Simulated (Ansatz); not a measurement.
# TaGe2N4 monolayer in a perpendicular field, part 2 of 3

Wanted: the out-of-plane response of the TaGe2N4 monolayer. A positive field points along +c.

Ansatz 0.2.0; plane-wave DFT, PBE-D3(BJ), Ansatz PAW.

So far. Step 2 (Relaxation): The lattice constant a goes from 3.020 to 3.057 Å.

### 3. Single point, field 0

A sawtooth potential applies the field, turning back in the middle of the vacuum. With the dipole correction the typed value is the field outside the slab. The induced dipole is small, so the SCF threshold is tight.

The cell differs from the one that the last finished run ended in (c 46.204 → 25.419 Å).

input.yaml

```yaml
crystal:
  lattice:
    - [3.0573468302, 0.0, 0.0]
    - [-1.5286734151, 2.6477400231, 0.0]
    - [0.0, 0.0, 25.4186638756]
  atoms:
    - { symbol: "N", position: [0.0, 0.0, 0.3540705382], spin: 0.01 }
    - { symbol: Ge, position: [0.3333333333, 0.6666666667, 0.3782138549] }
    - { symbol: "N", position: [0.3333333333, 0.6666666667, 0.4520000038], spin: 0.01 }
    - { symbol: Ta, position: [0.0, 0.0, 0.5], spin: 0.24 }
    - { symbol: "N", position: [0.3333333333, 0.6666666667, 0.5479999962], spin: 0.01 }
    - { symbol: Ge, position: [0.3333333333, 0.6666666667, 0.6217861451] }
    - { symbol: "N", position: [0.0, 0.0, 0.6459294618], spin: 0.01 }
magnetization:
  spin_polarized: true
kpoints:
  mp_grid: { grid: [18, 18, 1] }
  band_path:
    path: [[0, 0, 0], [0.5, 0, 0], [0.33333333, 0.33333333, 0], [0, 0, 0]]
    npoints: 16
hamiltonian:
  xc: pbe
  dispersion: d3bj
scf:
  occupations: { method: fermi_dirac, width: 0.02585 }
  convergence: { dr2_threshold: 1.0e-10 }
efield:
  axis: 3
  dipole_correction: true
  ramp_position: 0.97
  ramp_width: 0.06
  amplitude: 0
output:
  dos: { projected: true, e_range: [-6, 5] }
  write_potential: true
  write_density: true
  volumetric_format: npy
  elf: true
```

Command:

```sh
> ansatz run input.yaml --threads 4 --pin off --max-ram 6144MiB --backend cpu --events-out ev --progress --plain --runs-dir out
```

Numbers of over 12 decimals in the logs are rounded to 6 here.

The program printed:

```text
[...]
Crystal: 7 atoms, lattice volume = 205.766 Å³
Basis set: ecut = 420 eV, 4021 PW (Γ)
Bands: 38, of which v1, the nominal top of the filled ones, is band 31 counted from 1 (30 counted from 0)
Symmetry: 6 space group operations
k-points: 37 of 324 (time reversal used)
[...]
Starting moments: Σ|m| = 0.28 μB on 5 of 7 sites
[...]
SCF iter   1: F=—  HF=-20041.173379 eV  |F-HF|=—  |Δ(HF+E_count)|=         —  Δρ=3.38e-2 (↑3.34e-2 ↓3.38e-2)  dr2=1.24e1  dr2_m=6.22e-3  M=0.048 μB ∫|m|=0.063 μB  β_m=0.36  ethr=3.10e-3  p=0.000 e·Å  D=1.93e-14 V/Å  ΔV_dip=-0.00 eV  dr2_dipole=2.18e-7  V_vac-E_F(+/−)=6.23/6.23 eV  ⟨swp⟩=9.1  Hψ=13347  notcnv=0
[...]
efield: sawtooth ramp at fractional position 0.9700 (set: `efield.ramp_position`, or a place that a band, a saddle search or an elastic batch's reference lends), width 0.0600; the density the first Hamiltonian is built on has a dipole p = 0.000 e·Å; the dipole correction subtracts the counter field D = 1.93e-14 V/Å, which shifts the + side's vacuum level by -0.00 eV against the − side's; the planar-averaged density in the ramp window peaks in size at 1.0e-5 e/Å³
[...]
SCF iter   2: F=—  HF=-20053.190752 eV  |F-HF|=—  |Δ(HF+E_count)|=    1.20e1  Δρ=1.60e-2 (↑1.60e-2 ↓1.60e-2)  dr2=2.30e0  dr2_m=2.75e-3  M=0.043 μB ∫|m|=0.055 μB  β_m=0.41  ethr=3.10e-3  p=-0.000 e·Å  D=-2.28e-5 V/Å  ΔV_dip=0.00 eV  dr2_dipole=1.82e-8  V_vac-E_F(+/−)=5.28/5.28 eV  ⟨swp⟩=3.1  Hψ=5446  notcnv=0  defer=139
density mixer auto → msr1: a metal under ldos (density of states about μ 0.53 of a free-electron gas's, 18 screened modes)
SCF iter   3: F=—  HF=-20061.013994 eV  |F-HF|=—  |Δ(HF+E_count)|=    7.82e0  Δρ=8.23e-3 (↑8.23e-3 ↓8.13e-3)  dr2=2.13e-1  dr2_m=3.52e-4  M=0.049 μB ∫|m|=0.054 μB  β_m=0.61  ethr=3.10e-3  p=-0.000 e·Å  D=-6.28e-5 V/Å  ΔV_dip=0.00 eV  dr2_dipole=1.00e-7  V_vac-E_F(+/−)=5.02/5.02 eV  ⟨swp⟩=3.1  Hψ=4940  notcnv=0  defer=137
[...]
SCF iter  21: F=-20062.083431 eV  HF=-20062.083431 eV  |F-HF|=1.46e-10  |Δ(HF+E_count)|=  3.42e-10  Δρ=9.18e-8 (↑7.23e-8 ↓9.18e-8)  dr2=2.59e-11  dr2_m=4.92e-12  M=0.610 μB ∫|m|=0.624 μB  ethr=1.00e-12  p=-0.000 e·Å  D=-7.68e-10 V/Å  ΔV_dip=0.00 eV  dr2_dipole=2.23e-16  V_vac-E_F(+/−)=5.43/5.43 eV  ⟨swp⟩=12.0  Hψ=13033  notcnv=0
SCF 1 converged in 21 iterations: F = -20062.083431 eV  dr2 = 2.59e-11
[...]
at 3 of the mixer's solves, the last at iteration 10, it left a direction of its history that read negative out of its fit and stepped the other way along it
[...]
NSCF: frozen V_eff on 49 k-points
efield: sawtooth ramp at fractional position 0.9700 (kept from the solve that this one continues, or follows in the run), width 0.0600; the density the first Hamiltonian is built on has a dipole p = -0.000 e·Å; the dipole correction subtracts the counter field D = -7.68e-10 V/Å, which shifts the + side's vacuum level by +0.00 eV against the − side's; the planar-averaged density in the ramp window peaks in size at 8.7e-6 e/Å³
SCF converged after 21 iterations
Magnetization: 0.6100 μB (30.8050 up, 30.1950 down)
Absolute magnetization: 0.6243 μB (∫|ρ↑−ρ↓|, with the PAW one-centre terms)
[...]
Per-site moments (μB) at R_I (Å): [(0.00527748, 0.770879), (0.00219357, 0.770879), (0.0063512, 0.773662), (0.216552, 0.885139), (0.0063512, 0.773662), (0.00219357, 0.770879), (0.00527748, 0.770879)]
Free energy (F): -20062.083431 eV
[...]
Internal energy: -20062.077022 eV  (E = F + TS)
E sigma→0 (E₀):  -20062.080227 eV
Entropy (-TS):   -0.006408 eV (-0.915 meV/atom)
Fermi energy:    1.690176 eV
Dipole field:    D = -0.000000 V/Å  (p = -0.000000 e·Å, saw-weighted, corrected)
Work function:   Φ+ = 5.4341 eV   Φ− = 5.4341 eV
Levels:          The Fermi level and band energies are counted from a zero that moves with the ramp; work functions are not
[...]
--- Band table (eV; the first three rows and the last of 74) ---
  k-point 0 ↑: bands = [... 27 lower, -0.6603, -0.6603, -0.2069, 1.8591, 3.3660, 3.9790, 5.4294, 5.4294, ... 3 higher]
  k-point 1 ↑: bands = [... 27 lower, -0.7690, -0.7140, -0.1108, 2.0087, 3.5387, 3.8642, 5.4322, 5.4828, ... 3 higher]
  k-point 2 ↑: bands = [... 27 lower, -0.9363, -0.8642, -0.0447, 2.1638, 3.7385, 3.9230, 5.4433, 5.7416, ... 3 higher]
  k-point 36 ↓: bands = [... 27 lower, -1.9921, -0.6478, -0.0135, 2.3498, 4.5847, 5.9138, 6.0461, 6.7408, ... 3 higher]
```

Elapsed: 86 s, on 4 threads of Arm Neoverse N1, shared host; peak memory 0.95 GiB; 5.7 min of CPU time.

In the SCF lines HF is the Harris–Foulkes energy and dr2 the Hartree energy of the density residual, in eV; the loop may stop once dr2 is under the threshold and the program's other checks hold. Hψ counts applications of the Hamiltonian.

This step gave:

| Item | Value |
| --- | --- |
| energy at zero smearing | -20062.0802 eV |
| total moment | 0.6100 μB |
| site moments | 0.005277, 0.002194, 0.006351, 0.2166, 0.006351, 0.002194, 0.005277 μB |
| work function, upper face | 5.434 eV |
| dipole along the normal | -2.34e-8 e·Å |

Running mean over a fixed 2.7 Å (it still follows the layers) of the planar mean; the ramp of the sawtooth is left out. Table of electron's electrostatic potential energy less the Fermi level by z:

z (Å), electron's electrostatic potential energy less the Fermi level (eV) and a bar from the least value:
```
        3        5.4 ##############################
        4        5.4 ##############################
        5        5.4 ##############################
        6        5.4 ##############################
        7        5.0 #############################
        8       -0.7 ###################
        9       -6.9 #########
       10       -8.4 ######
       11       -6.8 #########
       12      -10.5 ##
       13      -11.9 
       14       -7.9 #######
       15       -7.8 #######
       16       -7.8 #######
       17       -3.8 ##############
       18        3.6 ###########################
       19        5.4 ##############################
       20        5.4 ##############################
       21        5.4 ##############################
       22        5.4 ##############################
```

The density of states has structure finer than the step of the table below, so its rows give means over 0.25 eV, whole bins alone (the curve runs from -6 to 1.99 eV). Peaks (eV: height): total -5.640: 7.30, -5.120: 6.47, -3.110: 8.56, -2.660: 6.14, -2.390: 13.3, -2.250: 7.75, 0.040: 4.29; up -5.700: 3.19, -3.410: 3.74, -3.110: 4.47, -2.660: 3.38, -2.390: 7.86, -2.250: 5.02, -0.600: 3.53; down -5.640: 5.15, -5.120: 4.02, -3.110: 4.09, -2.770: 3.33, -2.360: 6.89, -2.200: 3.75, 0.040: 3.83.

The density of states by energy, zero at the Fermi level; means over each step; values in states/eV a cell:

```
energy (eV)   total      up    down
      -5.75    4.21    2.14    2.07
      -5.50    3.72    1.93    1.78
      -5.25    5.17    2.55    2.62
      -5.00    4.75    2.15    2.60
      -4.75    3.09    1.55    1.54
      -4.50    3.45    1.71    1.74
      -4.25    2.67    1.30    1.36
      -4.00    2.70    1.45    1.25
      -3.75    2.43    1.13    1.30
      -3.50    3.25    1.89    1.36
      -3.25    5.88    3.11    2.77
      -3.00    5.00    2.32    2.68
      -2.75    5.22    2.68    2.54
      -2.50    6.13    3.11    3.01
      -2.25    4.95    2.43    2.52
      -2.00    2.57    1.25    1.32
      -1.75    1.88   0.787    1.09
      -1.50       0       0       0
      -1.25       0       0       0
      -1.00       0       0       0
      -0.75   0.126   0.126       0
      -0.50    2.20    2.20       0
      -0.25   0.791   0.791       0
       0.00    2.38   0.459    1.92
       0.25    1.27   0.294   0.979
       0.50   0.836   0.238   0.598
       0.75   0.485       0   0.485
       1.00  0.0116       0  0.0116
       1.25       0       0       0
       1.50       0       0       0
       1.75  0.0872  0.0466  0.0405
```

Projected DOS per atom over height of the atomic layer and energy from the Fermi level. Layers: N Ge N Ta N Ge N from below.

Values in states/eV, 22 rows by 7 columns, each cell a mean:
```
0.02 0.03 0.01 0.01 0.01 0.03 0.02
0.00 0.00 0.00 0.00 0.00 0.00 0.00
0.00 0.00 0.00 0.01 0.00 0.00 0.00
0.03 0.03 0.02 0.28 0.02 0.03 0.03
0.04 0.03 0.07 0.79 0.07 0.03 0.04
0.04 0.03 0.12 1.56 0.12 0.03 0.04
0.02 0.02 0.09 1.02 0.09 0.02 0.02
0.01 0.01 0.04 0.51 0.04 0.01 0.01
0.00 0.00 0.00 0.00 0.00 0.00 0.00
0.00 0.00 0.00 0.00 0.00 0.00 0.00
0.53 0.01 0.48 0.03 0.48 0.01 0.53
1.18 0.02 0.85 0.20 0.85 0.02 1.18
1.17 0.06 1.35 0.50 1.35 0.06 1.17
0.79 0.08 1.22 0.56 1.22 0.08 0.79
0.99 0.17 1.31 0.64 1.31 0.17 0.99
0.41 0.08 0.55 0.38 0.55 0.08 0.41
0.48 0.13 0.47 0.48 0.47 0.13 0.48
0.58 0.22 0.51 0.46 0.51 0.22 0.58
0.72 0.29 0.39 0.38 0.39 0.29 0.72
1.02 0.44 0.81 0.66 0.81 0.44 1.02
0.52 0.27 0.85 0.73 0.85 0.27 0.52
0.47 0.33 0.82 0.53 0.82 0.33 0.47
```
Columns: height of the atomic layer (Å) from 9 to 16.4 (not evenly spaced); rows upwards: energy from the Fermi level (eV) from -5.96 to 1.96.

Projected DOS per atom, spin up over height of the atomic layer and energy from the Fermi level. Layers: N Ge N Ta N Ge N from below.

Ten even steps from '0' (0.00 states/eV) to '9' (1.02 states/eV), each cell a mean:
```
0000000
0000000
0000000
0000000
0001000
0003000
0009000
0005000
0000000
0000000
2020202
5030305
5062605
3052503
5063605
2021202
2022202
2122212
3111113
4232324
2143412
2142412
```
Columns: height of the atomic layer (Å) from 9 to 16.4 (not evenly spaced); rows upwards: energy from the Fermi level (eV) from -5.96 to 1.96.

Projected DOS per atom, spin down over height of the atomic layer and energy from the Fermi level. Layers: N Ge N Ta N Ge N from below.

Values in states/eV, 22 rows by 7 columns, each cell a mean:
```
0.01 0.01 0.00 0.00 0.00 0.01 0.01
0.00 0.00 0.00 0.00 0.00 0.00 0.00
0.00 0.00 0.00 0.01 0.00 0.00 0.00
0.03 0.03 0.02 0.28 0.02 0.03 0.03
0.01 0.01 0.04 0.60 0.04 0.01 0.01
0.03 0.02 0.08 1.22 0.08 0.02 0.03
0.00 0.00 0.00 0.00 0.00 0.00 0.00
0.00 0.00 0.00 0.00 0.00 0.00 0.00
0.00 0.00 0.00 0.00 0.00 0.00 0.00
0.00 0.00 0.00 0.00 0.00 0.00 0.00
0.27 0.00 0.25 0.02 0.25 0.00 0.27
0.61 0.01 0.45 0.11 0.45 0.01 0.61
0.58 0.03 0.71 0.26 0.71 0.03 0.58
0.41 0.04 0.63 0.29 0.63 0.04 0.41
0.47 0.08 0.63 0.29 0.63 0.08 0.47
0.20 0.04 0.27 0.19 0.27 0.04 0.20
0.24 0.06 0.22 0.22 0.22 0.06 0.24
0.29 0.11 0.26 0.23 0.26 0.11 0.29
0.36 0.14 0.20 0.19 0.20 0.14 0.36
0.52 0.22 0.48 0.37 0.48 0.22 0.52
0.26 0.14 0.40 0.32 0.40 0.14 0.26
0.23 0.16 0.38 0.23 0.38 0.16 0.23
```
Columns: height of the atomic layer (Å) from 9 to 16.4 (not evenly spaced); rows upwards: energy from the Fermi level (eV) from -5.96 to 1.96.

Deep bands are left out, so band numbers here count from the lowest band kept and differ from the log's. The electronic bands at the labelled points (eV, zero at the Fermi level; # counts the bands kept):

```csv
point,up #11,up #12,up #13,up #14,down #11,down #12,down #13,down #14
Γ,-1.90,0.17,1.68,2.29,-1.89,0.40,1.68,2.56
halfway,-2.00,-0.26,2.43,2.81,-1.99,0.29,2.51,2.85
M,-2.15,-0.63,2.36,2.49,-2.10,-0.07,2.39,2.50
halfway,-2.05,-0.34,3.23,3.86,-2.02,0.21,3.70,3.88
K,-1.73,0.11,2.36,4.18,-1.70,0.66,2.89,4.22
halfway,-2.10,-0.42,2.86,3.52,-2.08,0.14,3.02,3.59
Γ,-1.90,0.17,1.68,2.29,-1.89,0.40,1.68,2.56
```

Spin density in the ca plane at fractional y = 0.667, with atoms of Ge and N within 0.2 Å of it.

Ten even steps from '0' (-0.005 e/Å³) to '9' (0.081 e/Å³), each cell a mean:
```
00000000000000000000112793111000000000000000
00000000000000000000112794111000000000000000
00000000000000000000112562110000000000000000
00000000000000000000100221001000000000000000
00000000000000000011100000001110000000000000
00000000000000000011100000001110000000000000
00000000000000000001100121001000000000000000
00000000000000000000111452110000000000000000
```
Columns run along c (16.0 Å, from fractional 0.16 to 0.79 of the cell), rows up along a (3.1 Å). Atoms in or near the plane, at fractional coordinates: Ge at (0.38, 0.33), N at (0.45, 0.33), N at (0.55, 0.33), Ge at (0.62, 0.33).

ELF in the ca plane at fractional y = 0.667, with atoms of Ge and N within 0.2 Å of it. It is the smooth field of the valence electrons, not physical close to the nuclei.

Ten even steps from '0' (0.00) to '9' (0.81), each cell a mean:
```
00000000013577764101222442121113577764200000
00000000013577764101111452111013577764200000
00000000001356643225763222576323456542000000
00000000000123322369997316999743233310000000
00000000000022100389468428747951002210000000
00000000000022100389358428737951002210000000
00000000000123312369998326999842123310000000
00000000001356543236874223687423456532000000
```
Columns run along c (16.0 Å, from fractional 0.16 to 0.79 of the cell), rows up along a (3.1 Å). Atoms in or near the plane, at fractional coordinates: Ge at (0.38, 0.33), N at (0.45, 0.33), N at (0.55, 0.33), Ge at (0.62, 0.33).

Valence density in the ca plane at fractional y = 0.667, with atoms of Ge and N within 0.2 Å of it. It is the smooth field of the valence electrons, not physical close to the nuclei.

Values in e/Å³, 5 rows by 16 columns, each cell a mean:
```
 0  0  0  0  0  0  0  0  1  0  0  0  0  0  0  0
 0  0  0  0  0  1  0  0  1  0  0  0  0  0  0  0
 0  0  0  0  0  8  2  2  1  1  1  6  3  0  0  0
 0  0  0  0  0 15  2  3  1  2  2 12  5  0  0  0
 0  0  0  0  0  1  0  1  0  1  1  1  1  0  0  0
```
Columns run along c (16.0 Å, from fractional 0.16 to 0.79 of the cell), rows up along a (3.1 Å). Atoms in or near the plane, at fractional coordinates: Ge at (0.38, 0.33), N at (0.45, 0.33), N at (0.55, 0.33), Ge at (0.62, 0.33).

The work function of the upper face is 5.43 eV.

### 4. Atoms held, field 0.1 V/Å

input.yaml, as its differences from that of step 3:

```diff
@@ -29,7 +29,6 @@
   dipole_correction: true
-  ramp_position: 0.97
-  ramp_width: 0.06
-  amplitude: 0
+  ramp_position: 0.9374
+  ramp_width: 0.1251
+  amplitude: 0.1
 output:
-  dos: { projected: true, e_range: [-6, 5] }
   write_potential: true
@@ -37,2 +36 @@
   volumetric_format: npy
-  elf: true
```

The program printed:

```text
[...]
Crystal: 7 atoms, lattice volume = 205.766 Å³
Basis set: ecut = 420 eV, 4021 PW (Γ)
Bands: 38, of which v1, the nominal top of the filled ones, is band 31 counted from 1 (30 counted from 0)
Symmetry: 6 space group operations
k-points: 37 of 324 (time reversal used)
[...]
Starting moments: Σ|m| = 0.28 μB on 5 of 7 sites
[...]
k-point 1 ↑: bands = [... 27 lower, -0.7689, -0.7138, -0.1107, 2.0083, 3.5362, 3.8664, 5.4320, 5.4825, ... 3 higher]
  k-point 2 ↑: bands = [... 27 lower, -0.9361, -0.8640, -0.0446, 2.1635, 3.7327, 3.9282, 5.4430, 5.7405, ... 3 higher]
  k-point 36 ↓: bands = [... 27 lower, -1.9927, -0.6492, -0.0120, 2.3496, 4.5845, 5.9127, 6.0454, 6.7414, ... 3 higher]
[key lines of the parts left out:]
SCF converged after 22 iterations
Magnetization: 0.6100 μB (30.8050 up, 30.1950 down)
Free energy (F): -20062.085297 eV
Fermi energy:    1.690028 eV
Dipole field:    D = 0.032818 V/Å  (p = 0.037319 e·Å, saw-weighted, corrected)
```

Run time: 88 s. Hardware: 4 threads; peak memory 0.95 GiB.

The dipole is 0.0373 e·Å.

[end of part 2 of 3]

[Logs are printed without paths, hosts, clocks, repeated set-up lines and the standing remarks that a program may print on its own settings, such as how far it seeks lower states.]

[Hosts, paths, dates, database ids (printed as entryN), source tags and the programs' standing remarks are cut or masked in the printed files.]

[Maps of the electrostatic potential energy from Ansatz leave out the sawtooth potential of an applied field or a dipole correction, so their vacuum need not be flat; planar profiles and work functions include it.]
